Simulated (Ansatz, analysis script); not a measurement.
**Linear Ti chain, spacing 2.521 Å: E(q) by the generalised Bloch theorem**

Aim: the energy of a linear Ti chain, spacing 2.521 Å as its moments wind into spirals of wavevector q.

Method: PBE, PAW set soft_1, in Ansatz 0.2.0.

### Step 1. Starting point

The cell holds 1 atom: 1 Ti. Cell: a = 12.000 Å, b = 12.000 Å, c = 2.521 Å, α = 90.0°, β = 90.0°, γ = 90.0°. An idealised lattice of chosen spacing, in vacuum. Vacuum lies along a and b. The structure's axis is c.

### Step 2. The collinear state

A collinear run comes first: it shows whether moments survive, and how large they are.

input.yaml reads:

```yaml
crystal:
  lattice:
    - [12.0, 0.0, 0.0]
    - [0.0, 12.0, 0.0]
    - [0.0, 0.0, 2.521]
  atoms:
    - { symbol: Ti, position: [0.5, 0.5, 0.0], spin: 1.0 }
magnetization:
  spin_polarized: true
kpoints:
  mp_grid: { grid: [1, 1, 11] }
hamiltonian:
  xc: pbe
  pseudopotentials: { kind: paw, azcp: { folder: soft_1 } }
scf:
  occupations: { method: fermi_dirac, width: 0.1 }
  max_iter: 120
  convergence: { dr2_threshold: 1.0e-08 }
  lower_state_search: "off"
output:
  write_density: true
  write_potential: true
  elf: true
  volumetric_format: npy
```

Launch:

```sh
ansatz run input.yaml --threads 4 --pin off --max-ram 8192MiB --backend cpu --events-out ev --progress --plain --runs-dir out
```

Numbers of over 12 decimals in the logs are rounded to 6 here.

What it wrote:

```text
Engine: ansatz 0.2.0, aarch64-unknown-linux-gnu
Pseudopotentials: kind: paw
Pseudopotential: Ti, paw, valence charge 12, recommended cutoff 420 eV (normal), soft_1/Ti.paw.azcp
Functional definition: PBE
  parameter kappa = 0.804
  parameter beta = 0.066725
  exchange = pbe_x(kappa = kappa, mu = beta*pi^2/3)
  correlation = pbe_c(beta = beta)
Crystal: 1 atoms, lattice volume = 363.024 Å³
Basis set: ecut = 420 eV, 7097 PW (Γ)
Bands: 11, of which v1, the nominal top of the filled ones, is band 6 counted from 1 (5 counted from 0)
Symmetry: 16 space group operations
Space group: P4/mmm (ITA 123), of the structure as read, at distance tolerance 7.1e-5 Å
Magnetic group: BNS 123.339 (UNI 999), of the structure as read, at distance tolerance 7.1e-5 Å
k-points: 6 of 11
Non-local potential: Ti, projectors of the file, l = 0: 3, l = 1: 2, l = 2: 3, l = 3: 1
PAW form: soft (Blöchl's): semilocal exchange-correlation on the pseudo side does not see the compensation charge
PAW one-centre angular grid: Ti, 590 points (default); XC on 64 Gauss nodes
Initial density: superposition of atomic densities (neutral atoms: chi_scale 0, normalization atom)
Starting moments: Σ|m| = 1 μB on 1 of 1 site
Initial wavefunctions: pseudopotential atomic-orbital guess
Functional: x = pbe(κ = 0.804, μ = 0.219515), c = pbe(β = 0.066725)
SCF iter   1: F=—  HF=-2496.929767 eV  |F-HF|=—  |Δ(HF+E_count)|=         —  Δρ=1.61e-2 (↑1.16e-2 ↓1.61e-2)  dr2=3.94e0  dr2_m=1.18e-1  M=0.877 μB ∫|m|=0.877 μB  β_m=0.30  ethr=3.10e-3  ⟨swp⟩=5.9  Hψ=886  notcnv=0
preconditioner: auto → LDOS  [metal: Δε(μ)=0.051 eV  Ē_g=2.907 eV  σ=0.100 eV  W_gap=0.12  n_scr=24 (ndim 8)  ℏωp=3.9 eV  f_vac=0.771  D(μ)=3.89/eV (n_scr^D=20)]
spin=Collinear: LDOS preconditioning applied to the charge; magnetization (m = ρ↑ − ρ↓) channel mixes plain (no charge-response kernel on spin).
SCF iter   2: F=—  HF=-2496.317083 eV  |F-HF|=—  |Δ(HF+E_count)|=   6.13e-1  Δρ=8.88e-3 (↑6.06e-3 ↓8.88e-3)  dr2=1.74e0  dr2_m=2.57e-2  M=1.099 μB ∫|m|=1.099 μB  β_m=0.30  ethr=3.10e-3  ⟨swp⟩=2.7  Hψ=314  notcnv=0
SCF iter   3: F=—  HF=-2495.951969 eV  |F-HF|=—  |Δ(HF+E_count)|=   3.65e-1  Δρ=5.61e-3 (↑5.61e-3 ↓2.91e-3)  dr2=3.41e-1  dr2_m=1.97e-2  M=1.341 μB ∫|m|=1.341 μB  β_m=1.00  ethr=3.10e-3  ⟨swp⟩=2.9  Hψ=274  notcnv=0
SCF iter   4: F=—  HF=-2495.919736 eV  |F-HF|=—  |Δ(HF+E_count)|=   3.22e-2  Δρ=1.79e-3 (↑1.79e-3 ↓9.28e-4)  dr2=1.29e-2  dr2_m=2.68e-3  M=1.404 μB ∫|m|=1.404 μB  β_m=1.00  ethr=2.85e-3  ⟨swp⟩=3.0  Hψ=237  notcnv=0
SCF iter   5: F=—  HF=-2495.929645 eV  |F-HF|=—  |Δ(HF+E_count)|=   9.91e-3  Δρ=1.31e-3 (↑1.31e-3 ↓8.34e-4)  dr2=7.52e-3  dr2_m=1.69e-3  M=1.484 μB ∫|m|=1.484 μB  β_m=1.00  ethr=1.08e-4  ⟨swp⟩=1.8  Hψ=166  notcnv=0
SCF iter   6: F=—  HF=-2495.936856 eV  |F-HF|=—  |Δ(HF+E_count)|=   7.21e-3  Δρ=8.52e-4 (↑8.52e-4 ↓5.78e-4)  dr2=8.74e-4  dr2_m=1.35e-3  M=1.560 μB ∫|m|=1.560 μB  β_m=1.00  ethr=6.27e-5  ⟨swp⟩=2.2  Hψ=213  notcnv=0
SCF iter   7: F=—  HF=-2495.940032 eV  |F-HF|=—  |Δ(HF+E_count)|=   3.18e-3  Δρ=1.02e-3 (↑1.02e-3 ↓7.96e-4)  dr2=1.32e-3  dr2_m=2.30e-3  M=1.653 μB ∫|m|=1.653 μB  β_m=1.00  ethr=7.28e-6  ⟨swp⟩=2.8  Hψ=255  notcnv=0
SCF iter   8: F=—  HF=-2495.940990 eV  |F-HF|=—  |Δ(HF+E_count)|=   9.59e-4  Δρ=3.15e-4 (↑3.04e-4 ↓3.15e-4)  dr2=1.09e-4  dr2_m=2.81e-4  M=1.691 μB ∫|m|=1.691 μB  β_m=1.00  ethr=7.28e-6  ⟨swp⟩=2.0  Hψ=215  notcnv=0
SCF iter   9: F=—  HF=-2495.942397 eV  |F-HF|=—  |Δ(HF+E_count)|=   1.41e-3  Δρ=6.60e-4 (↑6.60e-4 ↓5.05e-4)  dr2=6.97e-4  dr2_m=9.15e-4  M=1.747 μB ∫|m|=1.747 μB  β_m=1.00  ethr=9.10e-7  ⟨swp⟩=2.0  Hψ=204  notcnv=0
SCF iter  10: F=—  HF=-2495.942998 eV  |F-HF|=—  |Δ(HF+E_count)|=   6.01e-4  Δρ=3.44e-4 (↑3.44e-4 ↓3.08e-4)  dr2=2.16e-4  dr2_m=2.89e-4  M=1.782 μB ∫|m|=1.782 μB  β_m=1.00  ethr=9.10e-7  ⟨swp⟩=2.1  Hψ=221  notcnv=0
[...]
spin-set hold released at iteration 17 (site moments' squared step at or under half its running peak, from the soft ceiling on): the magnetisation degrees of freedom join the quasi-Newton model from the next iteration; the mixer history was flushed
[...]
SCF iter  47: F=—  HF=-2495.951196 eV  |F-HF|=—  |Δ(HF+E_count)|=   1.09e-3  Δρ=2.48e-4 (↑2.48e-4 ↓1.69e-4)  dr2=1.77e-4  dr2_m=1.05e-4  M=2.734 μB ∫|m|=2.734 μB  β_m=0.43  ethr=2.20e-8  ⟨swp⟩=3.7  Hψ=345  notcnv=0
SCF iter  48: F=—  HF=-2495.948882 eV  |F-HF|=—  |Δ(HF+E_count)|=   2.31e-3  Δρ=1.66e-4 (↑1.50e-4 ↓1.66e-4)  dr2=8.57e-5  dr2_m=6.82e-5  M=2.407 μB ∫|m|=2.407 μB  ethr=2.20e-8  ⟨swp⟩=5.0  Hψ=944  notcnv=0
Mixer restart at iter 48: flushing history
iteration 48: the SCF's residuals had fallen too slowly under its mixing. It goes on by minimising its free energy, and can end on another state than longer mixing would; under `scf.algorithm: density_mixing` no SCF does so, but by `scf.convergence.dm_fallback`
SCF iter  49: F=—  HF=-2495.951125 eV  |F-HF|=—  |Δ(HF+E_count)|=   2.24e-3  Δρ=2.97e-4 (↑2.97e-4 ↓7.97e-5)  dr2=8.04e-4  dr2_m=7.83e-5  M=2.686 μB ∫|m|=2.686 μB  ethr=2.20e-8  ⟨swp⟩=3.8  Hψ=1290  notcnv=0
SCF iter  50: F=—  HF=-2495.951149 eV  |F-HF|=—  |Δ(HF+E_count)|=   2.34e-5  Δρ=1.86e-4 (↑1.86e-4 ↓1.85e-4)  dr2=2.93e-5  dr2_m=1.03e-4  M=2.713 μB ∫|m|=2.713 μB  ethr=2.20e-8  ⟨swp⟩=3.2  Hψ=716  notcnv=0
SCF iter  51: F=—  HF=-2495.951524 eV  |F-HF|=—  |Δ(HF+E_count)|=   3.75e-4  Δρ=6.88e-5 (↑6.88e-5 ↓2.89e-5)  dr2=1.35e-5  dr2_m=7.10e-6  M=2.818 μB ∫|m|=2.818 μB  ethr=2.20e-8  ⟨swp⟩=3.2  Hψ=637  notcnv=0
SCF iter  52: F=—  HF=-2495.951535 eV  |F-HF|=—  |Δ(HF+E_count)|=   1.13e-5  Δρ=4.76e-6 (↑4.76e-6 ↓3.46e-6)  dr2=1.40e-7  dr2_m=1.22e-8  M=2.805 μB ∫|m|=2.805 μB  ethr=2.20e-8  ⟨swp⟩=1.8  Hψ=538  notcnv=0
SCF iter  53: F=—  HF=-2495.951535 eV  |F-HF|=—  |Δ(HF+E_count)|=   5.49e-8  Δρ=1.23e-6 (↑1.23e-6 ↓1.56e-7)  dr2=5.22e-9  dr2_m=1.31e-9  M=2.803 μB ∫|m|=2.804 μB  ethr=8.33e-11  ⟨swp⟩=1.9  Hψ=409  notcnv=0
SCF iter  54: F=-2495.951535 eV  HF=-2495.951535 eV  |F-HF|=1.68e-10  |Δ(HF+E_count)|=  8.99e-10  Δρ=1.90e-7 (↑1.90e-7 ↓1.31e-7)  dr2=2.31e-10  dr2_m=1.34e-11  M=2.803 μB ∫|m|=2.804 μB  ethr=4.35e-11  ⟨swp⟩=1.0  Hψ=375  notcnv=0
SCF iter  55: F=-2495.951535 eV  HF=-2495.951535 eV  |F-HF|=1.67e-10  |Δ(HF+E_count)|=    0.00e0  Δρ=1.90e-7 (↑1.90e-7 ↓1.31e-7)  dr2=2.30e-10  dr2_m=1.34e-11  M=2.803 μB ∫|m|=2.804 μB  ethr=1.93e-12  ⟨swp⟩=1.2  Hψ=429  notcnv=0
SCF 1 converged in 55 iterations: F = -2495.951535 eV  dr2 = 2.30e-10
  greatest PAW one-centre occupation: 0.999 electrons in one spin orbital (limit 2), on the Ti atom at site 0 (counted from 0), in its partial waves of l = 0
WARN: The output density's exchange-correlation potential varies sharply where the density is thin. Do not read a vacuum level from v_tot or v_xc, or from such a field of the output density. On a cell that repeats whose density bears no net charge and no dipole along the vacuum's axis use v_es (v_loc + v_h of the components); under efield.dipole_correction with no amplitude use v_es + v_field, which holds any externa [...]
SCF converged after 55 iterations
Magnetization: 2.8034 μB (7.4017 up, 4.5983 down)
Absolute magnetization: 2.8036 μB (∫|ρ↑−ρ↓|, with the PAW one-centre terms)
Spin contamination: 0.0009 ħ² per cell (⟨S²⟩ above its minimum at these occupations)
Per-site moments (μB) at R_I (Å): [(1.692422, 1.0399125)]
Free energy (F): -2495.951535 eV
Harris-Foulkes:  -2495.951535 eV  (|F-HF|=1.67e-10)
Internal energy: -2495.845532 eV  (E = F + TS)
E sigma→0 (E₀):  -2495.898534 eV
Entropy (-TS):   -0.106003 eV (-106.003 meV/atom)
Fermi energy:    -2.558778 eV
--- Per-component energies (eV) ---
  E_band       = -347.027064
  E_kinetic    = 282.786805
  E_local      = -3215.752581  (includes V_loc(G=0)·N_el)
  E_nonlocal   = 64.898629
  E_hartree    = 1420.225846
  E_xc         = -113.263350
  E_vxc        = -141.532244  (∫ρ·V_xc dr)
  E_paw        = -1044.781653  (= ΣΔE_a)
  E_vpaw       = -177.878956  (= ΣTr[D̂ρ^β])
  E_aug_tail   = -0.000078  (compensation charges beyond the density's cutoff)
  E_ewald      = 110.040849
  E_smearing   = -0.106003  (= −TS)
  E_closure    = -0.000000  (closes the sum)
  Σ components = -2495.951535   (vs F -2495.951535, Δ=0.00e0)
--- Band table (eV; the first three rows and the last of 12) ---
  k-point 0 ↑: bands = [... 2 lower, -36.6286, -35.8538, -6.0041, -3.8876, -3.0136, -3.0132, -2.0460, -2.0460, ... 1 higher]
  k-point 1 ↑: bands = [... 2 lower, -36.6168, -35.9545, -5.6790, -3.7012, -2.9316, -2.9313, -2.2012, -2.2012, ... 1 higher]
  k-point 2 ↑: bands = [... 2 lower, -36.5849, -36.2197, -4.7813, -3.1456, -2.7106, -2.7106, -2.7059, -2.7058, ... 1 higher]
  k-point 5 ↓: bands = [... 2 lower, -34.7585, -34.7585, -2.4555, -2.4555, -0.2261, -0.2261, 0.0948, 1.3818, ... 1 higher]
```

The job ended after 11 s (4 threads of Arm Neoverse V2, shared host; peak memory 0.51 GiB; 38 s of CPU time).

In the SCF lines HF is the Harris–Foulkes energy and dr2 the Hartree energy of the density residual, in eV; the loop may stop once dr2 is under the threshold and the program's other checks hold. Hψ counts applications of the Hamiltonian.

Spin moment in the atom's sphere by atom:

| atom | spin moment in the atom's sphere (μB) |
| --- | --- |
| Ti1 | 1.69 |

The run ends ferromagnetic, with a net moment of 2.80 μB a cell. With one Ti atom carrying the moment, parallel order of its images is forced by the cell, not found.

Spin density in the ca plane at fractional y = 0.500, with atoms of Ti within 0.2 Å of it.

Values in e/Å³, 24 rows by 13 columns, each cell a mean:
```
0.0 0.0 0.0 0.0 0.0 0.0 0.0 0.0 0.0 0.0 0.0 0.0 0.0
0.0 0.0 0.0 0.0 0.0 0.0 0.0 0.0 0.0 0.0 0.0 0.0 0.0
0.0 0.0 0.0 0.0 0.0 0.0 0.0 0.0 0.0 0.0 0.0 0.0 0.0
0.0 0.0 0.0 0.0 0.0 0.0 0.0 0.0 0.0 0.0 0.0 0.0 0.0
0.0 0.0 0.0 0.0 0.0 0.0 0.0 0.0 0.0 0.0 0.0 0.0 0.0
0.0 0.0 0.0 0.0 0.0 0.0 0.0 0.0 0.0 0.0 0.0 0.0 0.0
0.0 0.0 0.0 0.0 0.0 0.0 0.0 0.0 0.0 0.0 0.0 0.0 0.0
0.0 0.0 0.0 0.0 0.0 0.0 0.0 0.0 0.0 0.0 0.0 0.0 0.0
0.0 0.0 0.0 0.0 0.0 0.0 0.0 0.0 0.0 0.0 0.0 0.0 0.0
0.1 0.1 0.1 0.1 0.1 0.1 0.1 0.1 0.1 0.1 0.1 0.1 0.1
0.4 0.4 0.3 0.2 0.1 0.1 0.1 0.1 0.1 0.1 0.2 0.3 0.4
1.4 1.2 0.8 0.4 0.2 0.1 0.1 0.1 0.1 0.2 0.4 0.8 1.2
1.0 0.9 0.6 0.3 0.2 0.1 0.1 0.1 0.1 0.2 0.3 0.6 0.9
0.2 0.2 0.2 0.1 0.1 0.1 0.1 0.1 0.1 0.1 0.1 0.2 0.2
0.0 0.0 0.0 0.0 0.0 0.0 0.0 0.0 0.0 0.0 0.0 0.0 0.0
0.0 0.0 0.0 0.0 0.0 0.0 0.0 0.0 0.0 0.0 0.0 0.0 0.0
0.0 0.0 0.0 0.0 0.0 0.0 0.0 0.0 0.0 0.0 0.0 0.0 0.0
0.0 0.0 0.0 0.0 0.0 0.0 0.0 0.0 0.0 0.0 0.0 0.0 0.0
0.0 0.0 0.0 0.0 0.0 0.0 0.0 0.0 0.0 0.0 0.0 0.0 0.0
0.0 0.0 0.0 0.0 0.0 0.0 0.0 0.0 0.0 0.0 0.0 0.0 0.0
0.0 0.0 0.0 0.0 0.0 0.0 0.0 0.0 0.0 0.0 0.0 0.0 0.0
0.0 0.0 0.0 0.0 0.0 0.0 0.0 0.0 0.0 0.0 0.0 0.0 0.0
0.0 0.0 0.0 0.0 0.0 0.0 0.0 0.0 0.0 0.0 0.0 0.0 0.0
0.0 0.0 0.0 0.0 0.0 0.0 0.0 0.0 0.0 0.0 0.0 0.0 0.0
```
Columns run along c (2.5 Å), rows up along a (12.0 Å). Atoms in or near the plane, at fractional coordinates: Ti at (0.00, 0.50).

Valence density in the ca plane at fractional y = 0.500, with atoms of Ti within 0.2 Å of it. It is the smooth field of the valence electrons, not physical close to the nuclei.

Ten steps, logarithmic in the rise over the least value, from '_' (0 e/Å³) to '@' (11 e/Å³), each cell a mean:
```
__________________________
__________________________
__________________________
__________________________
__________________________
__________________________
__________________________
__________________________
__________________________
::::....................::
####**==--::::::::--==**##
@@@@%%##++--------++##%%@@
@@@@%%**==--::::--==**%%@@
++++==--::::::::::::--==++
..........................
__________________________
__________________________
__________________________
__________________________
__________________________
__________________________
__________________________
__________________________
__________________________
```
Columns run along c (2.5 Å), rows up along a (12.0 Å). Atoms in or near the plane, at fractional coordinates: Ti at (0.00, 0.50).

ELF in the ca plane at fractional y = 0.500, with atoms of Ti within 0.2 Å of it. It is the smooth field of the valence electrons, not physical close to the nuclei.

Ten even steps from '0' (0.00) to '9' (0.70), each cell a mean:
```
0000000000000
0000000000000
0000000000000
0000000000000
0000000000000
0001111111100
1222334433222
2334567765433
2234689986432
1112468864211
8875334433578
8998533335899
9998533335899
5543346643345
1123578875321
2235688886532
2233456654332
1112222222211
0000000000000
0000000000000
0000000000000
0000000000000
0000000000000
0000000000000
```
Columns run along c (2.5 Å), rows up along a (12.0 Å). Atoms in or near the plane, at fractional coordinates: Ti at (0.00, 0.50).

### Step 3. Denser mesh

Levels at the Fermi energy are partly filled, so moments and energy differences can hang on the k-mesh, and the state is solved again on a denser one.

input.yaml, the sections that differ from step 2:

```yaml
crystal:
  lattice:
    - [12.0, 0.0, 0.0]
    - [0.0, 12.0, 0.0]
    - [0.0, 0.0, 2.521]
  atoms:
    - { symbol: Ti, position: [0.5, 0.5, 0.0], spin: 1.69 }
kpoints:
  mp_grid: { grid: [1, 1, 42] }
basis:
  ecutwfc: 420.0
checkpoint:
  read: start
  write: ck
  compress: false
  write_wavefunctions: false
  write_every: 100000
# magnetization, hamiltonian, scf: as in step 2
# output: removed
```

What it wrote:

```text
[...]
SCF converged after 9 iterations
Magnetization: 2.8318 μB (7.4159 up, 4.5841 down)
Absolute magnetization: 2.8320 μB (∫|ρ↑−ρ↓|, with the PAW one-centre terms)
[...]
Per-site moments (μB) at R_I (Å): [(1.722389, 1.0399125)]
Free energy (F): -2495.944316 eV
[...]
Internal energy: -2495.834577 eV  (E = F + TS)
E sigma→0 (E₀):  -2495.889447 eV
Entropy (-TS):   -0.109739 eV (-109.739 meV/atom)
Fermi energy:    -2.595432 eV
[...]
```

The job ended after 2.6 s (4 threads; peak memory 0.6 GiB; 9.3 s of CPU time).

Spin moment in the atom's sphere by atom:

| atom | spin moment in the atom's sphere (μB) |
| --- | --- |
| Ti1 | 1.72 |

The run ends ferromagnetic, with a net moment of 2.83 μB a cell, against 2.80 μB on the first mesh.

Each spiral starts from these moments, tilted 30° from the rotation axis z (a cone), with their directions locked in the turning frame; energies are taken at the locked directions, corrected for the field of the lock. Spin–orbit coupling is switched off, so the energy does not depend on how the axis lies in the crystal. The folder named start holds the saved collinear state, from which each run begins.

The runs on spinors take the mesh 1×1×44.

### Step 4. q = (0, 0, 0)

The reference is the same input at q = 0, so that basis and exchange-correlation form match those at other q. Every q is chosen so that q/2 is a mesh vector: every spiral then samples the k-points of q = 0, and much mesh noise cancels.

input.yaml, the sections that differ from step 3:

```yaml
crystal:
  lattice:
    - [12.0, 0.0, 0.0]
    - [0.0, 12.0, 0.0]
    - [0.0, 0.0, 2.521]
  atoms:
    - { symbol: Ti, position: [0.5, 0.5, 0.0], spin: 1.72, spin_axis: [0.5, 0.0, 0.866025] }
kpoints:
  mp_grid: { grid: [1, 1, 44] }
magnetization:
  noncollinear: true
  spin_spiral: { q: [0.0, 0.0, 0.0] }
  spin_locking: { lock_directions: true }
checkpoint:
  read: start
# hamiltonian, scf, basis: as in step 3
```

Launch:

```sh
ansatz run input.yaml --threads 2 --pin off --max-ram 4096MiB --backend cpu --events-out ev --progress --plain --runs-dir out
```

What it wrote:

```text
Warning: magnetization.spin_spiral: disabling space-group detection — beside a Hubbard shell, its report or a lock it is not worked out which of the operations that keep the spiral keep those too, and one that does not would average them into another order's, and files of the run's orbitals state none, so no spatial operation reduces the k-mesh or symmetrises the density; of a planar spiral with no Hubbard correction or report and no files of its own orbitals, on a mesh that holds points beside their negatives, k and −k, whose spinors are each other's conjugates with the components exchanged, are solved as one point, and the moment along z is held at nought; [rest of the remark cut]
Warning: checkpoint.read: spin treatment differs: saved collinear, current noncollinear; the saved charge density seeds this run and the saved magnetisation is carried along the axis that this deck's starting moments share; the saved density holds an absolute magnetisation of 2.8e0 μB; saved orbitals and DFT+U occupations are not carried; the saved PAW projector densities are carried along that axis
Warning: checkpoint.read: magnetization.spin_spiral differs: saved none, current q = [0, 0, 0]; the saved state is no spin spiral's: the SCF starts from none of its orbitals and from its density, each atom's moment turned about z as a whole to its place on this deck's spiral. A spiral's own state at q: [0, 0, 0] serves better
[...]
Crystal: 1 atoms, lattice volume = 363.024 Å³
Basis set: ecut = 420 eV, 7097 PW (Γ)
Bands: 20, of which v1, the nominal top of the filled ones, is band 12 counted from 1 (11 counted from 0)
Symmetry: 1 space group operations
k-points: 44
Spin spiral: q = (0, 0, 0) of the reciprocal vectors; moments are told in the frame that turns with it, a site's in that at the site
[...]
SCF iter   6: F=-2495.944296 eV  HF=-2495.944296 eV  |F-HF|=1.03e-9  |Δ(HF+E_count)|=   4.21e-8  Δρ=7.38e-7  dr2=6.95e-10  dr2_m=6.07e-10  ethr=5.39e-11  |M|=2.83e0 ∫|m|=2.83e0 μB  |m|>n=9.9e-5 m-floor=9.9e-5 τ_xc=1.6e-4 mc-row=9.9e-5  ⟨swp⟩=3.0  Hψ=2053  notcnv=0
SCF 1 converged in 6 iterations: F = -2495.944296 eV  dr2 = 6.95e-10
[...]
SCF converged after 6 iterations
Stability not checked: this state was not tested for a lower state beside it, because a magnetisation constraint still acts at the end of the SCF (magnetization_constraint; see scf.lower_state_search)
Magnetization: |M| = 2.8278 μB,  M = (+1.4139, -0.0000, +2.4490) μB
Absolute magnetization: 2.8280 μB (∫|m|, with the PAW one-centre terms)
  site 0: m = (+0.8602, -0.0000, +1.4900) μB, |m| = 1.7205 μB  (R = 1.04 Å)
--- Magnetisation constraints (ε_frz = 1.0e-4 eV) ---
  site  kind           target                            achieved (μB)             |Δ|max (μB)  g (eV/μB)                    λ_eff  esc  ok   flags
  0     per_site_axis  ê (+0.500, +0.000, +0.866) ≥0.00  (+0.860, -0.000, +1.490)  8.81e-8      (+1.8e-7, -2.7e-8, -1.0e-7)  1.000  0    yes
Free energy (F): -2495.944296 eV
[...]
Internal energy: -2495.834408 eV  (E = F + TS)
E sigma→0 (E₀):  -2495.889352 eV
Entropy (-TS):   -0.109888 eV (-109.888 meV/atom)
Fermi energy:    -2.595047 eV
[...]
```

The job ended after 32 s (2 threads; peak memory 1.2 GiB; 63 s of CPU time).

The largest moment is 1.72 μB, against 1.72 μB in the collinear run.

(Continued in part 2 of 2.)

[Logs and program files are shortened in this print: banners, set-up blocks, solver, clock and traceback lines can be left out without a mark of their own.]

[Logs are printed without paths, hosts, clocks, repeated set-up lines and the standing remarks that a program may print on its own settings, such as how far it seeks lower states.]

[Hosts, paths, dates, database ids (printed as entryN), source tags and the programs' standing remarks are cut or masked in the printed files.]
